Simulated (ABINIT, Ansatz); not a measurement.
## SrIBr (Pnma): bands and cutoff in G0W0 with ABINIT

Wanted: a converged G0W0 gap of SrIBr (Pnma), or an estimate of the limit.

Program: ABINIT 10.8.3. Level of theory: LDA and many-body steps on it, plane waves. Results are calculated unless marked as measured.

This is a report of a sequence of runs, with most program output left out.

**1. The starting structure**

Symmetry: Pnma, No. 62, orthorhombic system. The conventional cell has a = 8.169 Å, b = 5.132 Å, c = 11.031 Å, α = 90.00°, β = 90.00°, γ = 90.00°. Sr has 3 Br at 3.07 to 3.12 Å and 4 I at 3.39 to 3.51 Å nearest. Nearest to I lie 4 Sr at 3.39 to 3.51 Å. Nearest to Br lie 3 Sr at 3.07 to 3.12 Å. Farther neighbours and most contacts between anions are not listed.

The cell and positions are those that the Materials Project relaxed with its own functionals (PBE, PBE+U or r2SCAN), kept fixed. Spin-orbit coupling is left out unless a step names it.

**2. Empty states on the mesh, 2×2×1 mesh, 370 bands**

This step: ABINIT 10.8.3; DFT, LDA, plane waves, norm-conserving pseudopotentials.

The sums over transitions need many empty states on a uniform mesh; this step solves for them.

run.abi

```
acell 3*1.0 Angstrom
rprim 
  8.169106000000 0.000000000000 0.000000000000
  0.000000000000 5.131914000000 0.000000000000
  0.000000000000 0.000000000000 11.030852000000
ntypat 3
znucl 38 53 35
natom 12
typat 1 1 1 1 2 2 2 2 3 3 3 3
xred 
  0.280131000000 0.750000000000 0.421100000000
  0.780131000000 0.750000000000 0.078900000000
  0.719869000000 0.250000000000 0.578900000000
  0.219869000000 0.250000000000 0.921100000000
  0.367160000000 0.750000000000 0.109521000000
  0.867160000000 0.750000000000 0.390479000000
  0.632840000000 0.250000000000 0.890479000000
  0.132840000000 0.250000000000 0.609521000000
  0.517796000000 0.750000000000 0.637160000000
  0.017796000000 0.750000000000 0.862840000000
  0.482204000000 0.250000000000 0.362840000000
  0.982204000000 0.250000000000 0.137160000000
pp_dirpath "pseudos"
pseudos "Sr.upf, I.upf, Br.upf"
ecut 31
ngkpt 2 2 1
nshiftk 1
shiftk 0 0 0
kptopt 1
chksymbreak 0
iscf -2
irdden 1
istwfk *1
nband 370
nbdbuf 32
tolwfr 1e-09
nstep 60
prtvol 0
indata_prefix "in"
outdata_prefix "out"
tmpdata_prefix "tmp"
```

Run with:

```bash
$ OMP_NUM_THREADS=1 mpirun -n 4 abinit run.abi > log
```

Run time: 12 min. Hardware: 4 MPI ranks of Arm Neoverse V2, shared host; peak memory 1.3 GiB; 50 min of CPU time.

Numbers from this step:

```yaml
gap: 3.576 eV
k_of_the_valence_top: 0, 0, 0
k_of_the_conduction_bottom: 0, 0, 0
least_direct_gap: 3.576 eV
k_points_computed: 4
lowest_point_of_the_top_converged_band_above_the_valence_top: 38.60 eV
```

On this mesh the gap is 3.576 eV.

The density comes from a self-consistent run that is not shown.

**3. Screening, 2×2×1 mesh, 84 bands, screening to 51.7 eV**

The RPA dielectric matrix is built and inverted for each q.

This step: RPA screening on LDA, plane waves, norm-conserving pseudopotentials.

run.abi, as its differences from that of step 2:

```diff
@@ -30,10 +30,11 @@
 chksymbreak 0
-iscf -2
-irdden 1
 istwfk *1
-nband 370
-nbdbuf 32
-tolwfr 1e-09
-nstep 60
-prtvol 0
+occopt 1
+irdwfk 1
+optdriver 3
+nband 84
+ecuteps 1.9
+inclvkb 2
+awtr 1
+symchi 1
 indata_prefix "in"
```

Run time: 88 s. Hardware: 4 MPI ranks; peak memory 3.7 GiB; 5.8 min of CPU time.

Numbers from this step:

```yaml
eps_infinity_with_local_fields_on_this_mesh_along_the_program_s_q_direction: 3.560
the_same_without_local_fields: 3.978
plasma_frequency: 16.92 eV
plane_waves_in_the_screening_matrix: 379
```

Local fields lower ε∞ by 11 %. On a Γ-centred mesh this coarse the value itself is usually too large, while a short band sum pulls it down.

**4. 84 bands, 51.7 eV**

The self-energy is evaluated for the states that the input lists, and the levels follow from it, in one-shot runs by the linearised quasiparticle equation.

This step: G0W0 on LDA, plane waves, norm-conserving pseudopotentials.

run.abi, as its differences from that of step 3:

```diff
@@ -33,8 +33,15 @@
 irdwfk 1
-optdriver 3
+optdriver 4
 nband 84
+gwcalctyp 0
+ecutsigx 31
+symsigma 1
+nkptgw 1
+kptgw 
+  0.0000000000 0.0000000000 0.0000000000
+bdgw 
+  47 50
 ecuteps 1.9
-inclvkb 2
-awtr 1
-symchi 1
+irdscr 1
+ppmodel 1
 indata_prefix "in"
```

It took 7.9 s on 4 MPI ranks; peak memory 2.2 GiB; 31 s of CPU time.

Numbers from this step:

* G0W0 gap on the points computed: 5.824 eV
* starting gap on the mesh: 3.576 eV
* k of the valence top: 0, 0, 0
* k of the conduction bottom: 0, 0, 0
* Z at the valence top: 0.826
* Z at the conduction bottom: 0.853
* least direct G0W0 gap on the computed points: 5.824 eV

The gap on the mesh goes from 3.58 eV to 5.82 eV, a correction of +2.25 eV.

**5. Screening, 2×2×1 mesh, 166 bands, screening to 98 eV**

This step: RPA screening on LDA, plane waves, norm-conserving pseudopotentials.

run.abi, as its differences from that of step 4:

```diff
@@ -33,15 +33,8 @@
 irdwfk 1
-optdriver 4
-nband 84
-gwcalctyp 0
-ecutsigx 31
-symsigma 1
-nkptgw 1
-kptgw 
-  0.0000000000 0.0000000000 0.0000000000
-bdgw 
-  47 50
-ecuteps 1.9
-irdscr 1
-ppmodel 1
+optdriver 3
+nband 166
+ecuteps 3.6
+inclvkb 2
+awtr 1
+symchi 1
 indata_prefix "in"
```

Wall time 5.3 min (4 MPI ranks); peak memory 4.9 GiB; 21 min of CPU time.

This step gave:

| Property | Result |
| --- | --- |
| ε∞ with local fields, on this mesh, along the program's q direction | 3.714 |
| the same without local fields | 4.431 |
| plasma frequency | 16.92 eV |
| plane waves in the screening matrix | 993 |

**6. 166 bands, 98 eV**

This step: G0W0 on LDA, plane waves, norm-conserving pseudopotentials.

run.abi, as its differences from that of step 5:

```diff
@@ -33,8 +33,15 @@
 irdwfk 1
-optdriver 3
+optdriver 4
 nband 166
+gwcalctyp 0
+ecutsigx 31
+symsigma 1
+nkptgw 1
+kptgw 
+  0.0000000000 0.0000000000 0.0000000000
+bdgw 
+  47 50
 ecuteps 3.6
-inclvkb 2
-awtr 1
-symchi 1
+irdscr 1
+ppmodel 1
 indata_prefix "in"
```

It took 32 s on 4 MPI ranks; peak memory 3.2 GiB.

This step gave:

```
G0W0 gap on the points computed              : 5.331 eV
starting gap on the mesh                     : 3.576 eV
k of the valence top                         : 0, 0, 0
k of the conduction bottom                   : 0, 0, 0
Z at the valence top                         : 0.811
Z at the conduction bottom                   : 0.844
least direct G0W0 gap on the computed points : 5.331 eV
```

Against G0W0 in ABINIT (2×2×1 mesh, 84 bands, screening to 51.7 eV, Godby-Needs plasmon pole), the gap moves by −0.493 eV.

**7. Screening, 2×2×1 mesh, 338 bands, screening to 149.7 eV**

This step: RPA screening on LDA, plane waves, norm-conserving pseudopotentials.

run.abi, as its differences from that of step 6:

```diff
@@ -33,15 +33,8 @@
 irdwfk 1
-optdriver 4
-nband 166
-gwcalctyp 0
-ecutsigx 31
-symsigma 1
-nkptgw 1
-kptgw 
-  0.0000000000 0.0000000000 0.0000000000
-bdgw 
-  47 50
-ecuteps 3.6
-irdscr 1
-ppmodel 1
+optdriver 3
+nband 338
+ecuteps 5.5
+inclvkb 2
+awtr 1
+symchi 1
 indata_prefix "in"
```

The job ended after 17 min (4 MPI ranks; peak memory 8.4 GiB; 67 min of CPU time).

This step gave:

```
ε∞ with local fields, on this mesh, along the program's q direction : 3.726
the same without local fields                                       : 4.453
plasma frequency                                                    : 16.92 eV
plane waves in the screening matrix                                 : 1917
```

**8. 338 bands, 149.7 eV**

This step: G0W0 on LDA, plane waves, norm-conserving pseudopotentials.

run.abi, as its differences from that of step 7:

```diff
@@ -33,8 +33,15 @@
 irdwfk 1
-optdriver 3
+optdriver 4
 nband 338
+gwcalctyp 0
+ecutsigx 31
+symsigma 1
+nkptgw 1
+kptgw 
+  0.0000000000 0.0000000000 0.0000000000
+bdgw 
+  47 50
 ecuteps 5.5
-inclvkb 2
-awtr 1
-symchi 1
+irdscr 1
+ppmodel 1
 indata_prefix "in"
```

The job ended after 3.4 min (4 MPI ranks; peak memory 8.9 GiB; 13 min of CPU time).

This step gave:

```
G0W0 gap on the points computed              : 5.402 eV
starting gap on the mesh                     : 3.576 eV
k of the valence top                         : 0, 0, 0
k of the conduction bottom                   : 0, 0, 0
least direct G0W0 gap on the computed points : 5.402 eV
```

Against G0W0 in ABINIT (2×2×1 mesh, 166 bands, screening to 98 eV, Godby-Needs plasmon pole), the gap moves by +0.071 eV.

**9. Side by side**

Times are wall times on 4 MPI ranks of Arm Neoverse V2, shared host, good to a factor of about two. A run's time includes the screening step that it read.

```csv
run,mesh,bands,screening cutoff (eV),DFT gap (eV),gap on the mesh (eV),direct (eV),ε∞ used,time
"84 bands, 51.7 eV",2×2×1,84,51.7,3.576,5.824,5.824,3.56,96 s
"166 bands, 98 eV",2×2×1,166,98,3.576,5.331,5.331,3.71,5.8 min
"338 bands, 149.7 eV",2×2×1,338,149.7,3.576,5.402,5.402,3.73,20 min
```

**10. Results**

```
84 bands, 51.7 eV   : 5.824 eV
166 bands, 98 eV    : 5.331 eV
338 bands, 149.7 eV : 5.402 eV
known limits        : not at the basis limit; no spin-orbit coupling; coarse k mesh
```

**Reading.** From the first rung to the last the gap moves by −0.42 eV for 13 times the time. The gap turns back along the series, so no limit is drawn from it. In the G0W0 runs levels were corrected at 1 k point alone, so a gap called «on the mesh» is the least over those, and an edge elsewhere would be missed. The 2×2×1 mesh is coarse for this cell, which bears on the long-range parts of exchange and screening. The many-body steps are scalar-relativistic: spin-orbit coupling is not in them.

[Paths, hosts, dates, memory and timing lines, banners, echoed tables and standing remarks are left out of the program output.]

[Logs are printed without paths, hosts, clocks, repeated set-up lines and the standing remarks that a program may print on its own settings, such as how far it seeks lower states.]

[Runs of the session that timed out or met a known fault of the program may be left out.]

[Hosts, paths, dates, database ids (printed as entryN), source tags and the programs' standing remarks are cut or masked in the printed files.]

[G0W0 gaps are taken among the corrected bands and points alone; a level outside them can change the order at an edge.]

[Where Ansatz stands beside ABINIT at settings called matched, ABINIT's density can come from a denser mesh and the files from another edition; pairs whose starting gaps differed by over 0.03 eV were left out, so agreement reads better than it is.]
